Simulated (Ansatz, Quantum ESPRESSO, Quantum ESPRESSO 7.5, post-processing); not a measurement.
## Al(111) with three reversed steps (a thin twin lamella): ballistic transmission

Aim: the zero-bias transmission with pwcond for this junction: Al(111) with three reversed steps (a thin twin lamella).

Calculated with Quantum ESPRESSO 7.5; plane-wave DFT, PBE, GBRV ultrasoft pseudopotentials (cross-check by Ansatz 0.2.0 with PAW datasets).

This is a report of a sequence of runs, with most program output left out.

## 1. Starting point

The cell holds 21 atoms: 21 Al. Its edges and angles: a = 2.857 Å, b = 2.857 Å, c = 48.982 Å, α = 90.0°, β = 90.0°, γ = 60.0°. It derives from Al. Regions: left lead, 9 atoms (9 Al); channel, 3 atoms (3 Al); right lead, 9 atoms (9 Al). The structure is stacked along c, and the current runs across the ab planes.

## 2. SCF with pw.x

One periodic cell holds a stretch of lead, the junction and more lead; the atoms stay as built.

scf.in reads:

```
&control
  prefix = 'scf'
  outdir = './out'
  pseudo_dir = './pseudo'
  calculation = 'scf'
  tprnfor = .true.
/
&system
  ibrav = 0
  nat = 21
  ntyp = 1
  ecutwfc = 40
  ecutrho = 200
  occupations = 'smearing'
  smearing = 'mv'
  degauss = 0.01
/
&electrons
  conv_thr = 1e-07
  mixing_beta = 0.25
  electron_maxstep = 120
  mixing_mode = 'local-TF'
/
ATOMIC_SPECIES
  Al  26.9815  al_pbe_v1.uspp.F.UPF
CELL_PARAMETERS angstrom
  2.85671139599365 0.00000000000000 0.00000000000000
  1.42835569799683 2.47398464021101 0.00000000000000
  0.00000000000000 0.00000000000000 48.98239683804785
ATOMIC_POSITIONS crystal
  Al  0.000000000000 0.000000000000 0.000000000000
  Al  0.333333333000 0.333333333000 0.047619047619
  Al  0.666666667000 0.666666667000 0.095238095238
  Al  0.000000000000 0.000000000000 0.142857142857
  Al  0.333333333000 0.333333333000 0.190476190476
  Al  0.666666667000 0.666666667000 0.238095238095
  Al  0.000000000000 0.000000000000 0.285714285714
  Al  0.333333333000 0.333333333000 0.333333333333
  Al  0.666666667000 0.666666667000 0.380952380952
  Al  0.333333333000 0.333333333000 0.428571428571
  Al  0.000000000000 0.000000000000 0.476190476190
  Al  0.666666667000 0.666666667000 0.523809523810
  Al  0.000000000000 0.000000000000 0.571428571429
  Al  0.333333333000 0.333333333000 0.619047619048
  Al  0.666666667000 0.666666667000 0.666666666667
  Al  0.000000000000 0.000000000000 0.714285714286
  Al  0.333333333000 0.333333333000 0.761904761905
  Al  0.666666667000 0.666666667000 0.809523809524
  Al  0.000000000000 0.000000000000 0.857142857143
  Al  0.333333333000 0.333333333000 0.904761904762
  Al  0.666666667000 0.666666667000 0.952380952381
K_POINTS automatic
  10 10 1 0 0 0
```

Launch:

```sh
OMP_NUM_THREADS=1 mpirun -n 2 pw.x -nk 2 -in scf.in > scf.out
```

It took 6.2 min on 2 MPI ranks of Arm Neoverse N1, shared host; peak memory 0.48 GiB.

Read from the output:

| Item | Value |
| --- | --- |
| free energy | -1916.0283 eV |
| Fermi energy | 8.047 eV |

The program's own clock; routines nest. Time by routine:

```csv
routine,wall time (s),calls
PWSCF,373.6,1
electrons,362.5,1
c_bands,295,32
cegterg,249.5,224
h_psi,200.7,686
fftw,168.4,46890
vloc_psi,152.9,686
sum_band,51.67,32
calbec,35.35,938
h_psi:calbec,23.79,686
add_vuspsi,23.59,686
s_psi,23.5,686
init_run,8.66,1
wfcinit,7.99,1
```

The run needed 31 iterations to bring the estimated error under 1e-07 Ry; the largest force on any atom, held or free, is 0.07 eV/Å.

## 3. Transmission with pwcond.x

prefixt takes both regions from one run: the lead from 0 to bdl, the scattering region from bdl to bds (units of alat). ikind = 1 puts the same lead on both sides. The program's T_tot counts both spins in a run without spin; the tables below give T per spin.

cond.in reads:

```
&inputcond
  outdir = './out'
  prefixt = 'scf'
  tran_file = 'cond.dat'
  bdl = 2.4494897419
  bds = 17.1464282002
  ikind = 1
  ewind = 4.0
  epsproj = 1e-05
  nz1 = 7
  energy0 = 0.4
  denergy = -0.4
/
10
  0.00000000 0.00000000 0.01562500
  0.00000000 0.12500000 0.09375000
  0.00000000 0.25000000 0.09375000
  0.00000000 0.37500000 0.09375000
  0.00000000 0.50000000 0.04687500
  0.12500000 0.25000000 0.09375000
  0.12500000 0.37500000 0.18750000
  0.12500000 0.50000000 0.18750000
  0.25000000 0.50000000 0.09375000
  0.25000000 0.62500000 0.09375000
3
```

Launch:

```sh
OMP_NUM_THREADS=1 mpirun -n 2 pwcond.x -in cond.in > cond.out
```

Run time: 97 s. Hardware: 2 MPI ranks; peak memory 0.16 GiB.

Read from the output:

```
lead channels at the Fermi level, one spin : 1.141
transmission at the Fermi level, one spin  : 0.8872
conductance                                : 0.8872 G₀
```

Per spin; mean over the k mesh across the current. Open channels, zone mean against energy, zero at the Fermi level:

| energy (eV) | open channels, zone mean |
| --- | --- |
| -0.400 | 1.33 |
| 0.000 | 1.14 |
| 0.400 | 1.42 |

Per spin; mean over the k mesh across the current. The transmission, zone mean by energy, zero at the Fermi level:

| energy (eV) | transmission, zone mean |
| --- | --- |
| -0.400 | 1.11 |
| 0.000 | 0.887 |
| 0.400 | 1.13 |

At 0.000 eV; k in fractions of b1, b2. Transmission by k point:

```csv
k1,k2,weight,t,channels
0,0,0.01562,1,1
0,0.125,0.09375,1,1
0,0.25,0.09375,0.9998,1
0,0.375,0.09375,1.533,2
0,0.5,0.04688,1.877,2
0.125,0.25,0.09375,1,1
0.125,0.375,0.1875,0.4443,1
0.125,0.5,0.1875,0.9923,1
0.25,0.5,0.09375,0.001853,1
0.25,0.625,0.09375,0.9501,1
```

The program's own clock; routines nest. Time by routine:

| routine | wall time (s) | calls |
| --- | --- | --- |
| PWCOND | 95.96 | 1 |
| scatter_forw | 82.04 | 60 |
| local | 9.15 | 10 |
| compbs | 2.95 | 30 |
| compbs_2 | 2.5 | 30 |
| init | 0.67 | 1 |
| poten | 0.13 | 1 |

At no point does T exceed the number of channels.

## 4. The open system, with ewind = 6.0 and epsproj = 1e-07

A sensitivity test on the input.

cond.w.in, as its differences from the input of step 3:

```diff
@@ -3,3 +3,3 @@
   prefixt = 'scf'
-  tran_file = 'cond.dat'
+  tran_file = 'cond.w.dat'
   bdl = 2.4494897419
@@ -7,4 +7,4 @@
   ikind = 1
-  ewind = 4.0
-  epsproj = 1e-05
+  ewind = 6.0
+  epsproj = 1e-07
   nz1 = 7
```

Launch:

```sh
OMP_NUM_THREADS=1 mpirun -n 2 pwcond.x -in cond.w.in > cond.w.out
```

The job ended after 2.2 min (2 MPI ranks; peak memory 0.16 GiB; 4.4 min of CPU time).

Beside the run it was changed from:

```
                                  quantity  this run  unchanged run  difference
 transmission at the Fermi level, one spin    0.8871         0.8872     -2.6e-5
lead channels at the Fermi level, one spin     1.141          1.141           0
                             wall time (s)       134             97
```

Over all energies T moves by up to 8.0e-5, at -0.4 eV.

The physical values in this table stay within 0.05 %.

## 5. Cross-check with Ansatz

A second code with its own PAW datasets, on the same atoms.

Level of this step: plane-wave DFT, PBE, Ansatz PAW (Ansatz 0.2.0).

input.yaml reads:

```yaml
crystal:
  lattice:
    - [2.856711396, 0.0, 0.0]
    - [1.428355698, 2.4739846402, 0.0]
    - [0.0, 0.0, 48.982396838]
  atoms:
    - { symbol: Al, position: [0.0, 0.0, 0.0] }
    - { symbol: Al, position: [0.333333333, 0.333333333, 0.0476190476] }
    - { symbol: Al, position: [0.666666667, 0.666666667, 0.0952380952] }
    - { symbol: Al, position: [0.0, 0.0, 0.1428571429] }
    - { symbol: Al, position: [0.333333333, 0.333333333, 0.1904761905] }
    - { symbol: Al, position: [0.666666667, 0.666666667, 0.2380952381] }
    - { symbol: Al, position: [0.0, 0.0, 0.2857142857] }
    - { symbol: Al, position: [0.333333333, 0.333333333, 0.3333333333] }
    - { symbol: Al, position: [0.666666667, 0.666666667, 0.380952381] }
    - { symbol: Al, position: [0.333333333, 0.333333333, 0.4285714286] }
    - { symbol: Al, position: [0.0, 0.0, 0.4761904762] }
    - { symbol: Al, position: [0.666666667, 0.666666667, 0.5238095238] }
    - { symbol: Al, position: [0.0, 0.0, 0.5714285714] }
    - { symbol: Al, position: [0.333333333, 0.333333333, 0.619047619] }
    - { symbol: Al, position: [0.666666667, 0.666666667, 0.6666666667] }
    - { symbol: Al, position: [0.0, 0.0, 0.7142857143] }
    - { symbol: Al, position: [0.333333333, 0.333333333, 0.7619047619] }
    - { symbol: Al, position: [0.666666667, 0.666666667, 0.8095238095] }
    - { symbol: Al, position: [0.0, 0.0, 0.8571428571] }
    - { symbol: Al, position: [0.333333333, 0.333333333, 0.9047619048] }
    - { symbol: Al, position: [0.666666667, 0.666666667, 0.9523809524] }
kpoints:
  mp_grid: { grid: [10, 10, 1] }
hamiltonian:
  xc: pbe
scf:
  occupations: { method: fermi_dirac, width: 0.1 }
  convergence: { dr2_threshold: 1.0e-08 }
output:
  transmission: { leads: [[0, 3]], e_range: [-0.4, 0.4], de: 0.4, kmesh: [8, 8] }
  write_potential: true
  write_density: true
  volumetric_format: npy
  elf: true
```

Launch:

```sh
ansatz run input.yaml --threads 2 --pin off --max-ram 4096MiB --backend cpu --events-out ev --progress --plain --runs-dir out
```

Elapsed: 31 s, on 2 threads; peak memory 0.64 GiB; 58 s of CPU time.

Read from the output:

* free energy: -11287.5564 eV
* energy at zero smearing: -11287.3935 eV
* smearing term TS: 0.3257 eV
* Fermi energy: 8.007 eV
* symmetry operations: 12
* transmission at the Fermi level, one spin: 1.000
* step of the lead's Hamiltonian over a period: 3 meV

Per spin; mean over the k mesh across the current. The transmission, zone mean by energy, zero at the Fermi level:

| energy (eV) | transmission, zone mean |
| --- | --- |
| -0.400 | 1.11 |
| 0.000 | 1.00 |
| 0.400 | 1.12 |

Per spin; mean over the k mesh across the current. Table of open channels, zone mean by energy, zero at the Fermi level:

```
energy (eV)  open channels, zone mean
     -0.400                      1.52
      0.000                      1.14
      0.400                      1.42
```

Electrostatic potential energy in the ca plane at fractional y = 0.000, with atoms of Al within 0.2 Å of it. With pseudopotentials it is smooth inside the atoms' cores, unlike the true potential.

Values in eV, 5 rows by 16 columns, each cell a mean:
```
 8.0  9.1  7.3  9.4  7.4  7.4 -5.2 -5.5  7.0  7.3  4.0 -5.6 -2.6  7.7  8.0  9.0
 2.2  5.8 -0.1  6.8  0.1  5.3  2.2  1.5  5.7 -0.1  6.7 -0.7  4.8  2.8  2.2  5.8
-1.2  3.9 -4.6  5.5 -4.2  3.7  7.2  7.0  4.6 -4.6  7.1  6.3  7.8 -0.1 -1.2  3.9
 4.6  7.1  2.9  7.8  3.1  6.2 -1.9 -2.7  6.4  2.9  6.1 -5.5  1.9  4.9  4.6  7.1
 8.8  9.6  8.3  9.8  8.4  7.6 -4.4 -4.3  7.0  8.2  3.2 -2.7 -3.1  8.3  8.8  9.5
```
Columns run along c (16.0 Å, from fractional 0.34 to 0.66 of the cell; values clipped at the 3rd and 97th percentile), rows up along a (2.9 Å). Atoms in or near the plane, at fractional coordinates: Al at (0.48, 0.00), Al at (0.57, 0.00).

Valence density in the ca plane at fractional y = 0.000, with atoms of Al within 0.2 Å of it. It is the smooth field of the valence electrons, not physical close to the nuclei.

Ten even steps from '0' (0.07 e/Å³) to '9' (0.21 e/Å³), each cell a mean:
```
75445676534578889610289888888961039988865345
97656898655799988865798899988986579889986557
99878999878999977899987899987789997789998789
99999999999998876789876898987678986688899999
99889999988999877799877899987789987789999889
98767999767899988988888899987898898889997668
86545787544689889732499889888973259888975446
75334676433578889600189888878950028988864335
```
Columns run along c (16.0 Å, from fractional 0.34 to 0.66 of the cell), rows up along a (2.9 Å). Atoms in or near the plane, at fractional coordinates: Al at (0.48, 0.00), Al at (0.57, 0.00).

Ansatz finds T = 1.00 against pwcond's 0.887.

## 6. All levels side by side

All levels:

```csv
step,T at the Fermi level (per spin),conductance (G0),r.m.s. T(E) from the first,CPU time of the step (s),peak memory (GiB)
Ansatz,1,-,0,58.5,0.641
pwcond,0.8872,0.8872,0.06565,193,0.16
"pwcond, changed setting",0.8871,0.8871,0.06567,267,0.16
```

Per spin; mean over the k mesh across the current. Transmission, zone mean against energy, zero at the Fermi level:

```
energy (eV)  Ansatz  pwcond  pwcond, changed setting
     -0.400    1.11    1.11                     1.11
      0.000    1.00   0.887                    0.887
      0.400    1.12    1.13                     1.13
```

## 7. The arithmetic

The Landauer sum over the mesh, Σ w T = 0.1875 × 0.992 + 0.0938 × 1.53 + 0.0938 × 1 + … = 0.8872.

G = 0.887 × 77.48 µS = 68.7 µS a cell. Times the area of 7.067 Å², the resistance-area product is A/G = 1.03 fΩ m², the leads' contact resistance included.

Free electrons at 3 an atom (3 atoms in 49.5 Å³) have k_F = 1.753 1/Å and offer A k_F²/4π = 1.73 channels per spin; the lead has 1.14 on this mesh.

## 8. Results

```json
{
 "conductance from T at the Fermi level, a cell (G₀ = 2e²/h)": "0.887 G₀",
 "conductance per area": "973 S/μm²",
 "lead channels per spin": "1.14",
 "the same conductance by Ansatz": "1.00 G₀"
}
```

In words: The junction conducts 0.887 G₀ a cell at the Fermi level (PBE, GBRV ultrasoft). At the Fermi level the junction passes 78 % of what the leads offer. At the Fermi level pwcond and Ansatz differ by 11 %. The mean rests on 10 distinct points, the heaviest weighing 0.19, and the mesh was not tested, so even the second digit is unsure. Over -0.4 to 0.4 eV, T lies between 0.89 and 1.1 per spin. The geometry is as built, not relaxed, and the leads are short.

[Logs are printed without paths, hosts, clocks, repeated set-up lines and the standing remarks that a program may print on its own settings, such as how far it seeks lower states.]

[Hosts, paths, dates, database ids (printed as entryN), source tags and the programs' standing remarks are cut or masked in the printed files.]

[Maps of the electrostatic potential energy from Ansatz leave out the sawtooth potential of an applied field or a dipole correction, so their vacuum need not be flat; planar profiles and work functions include it.]
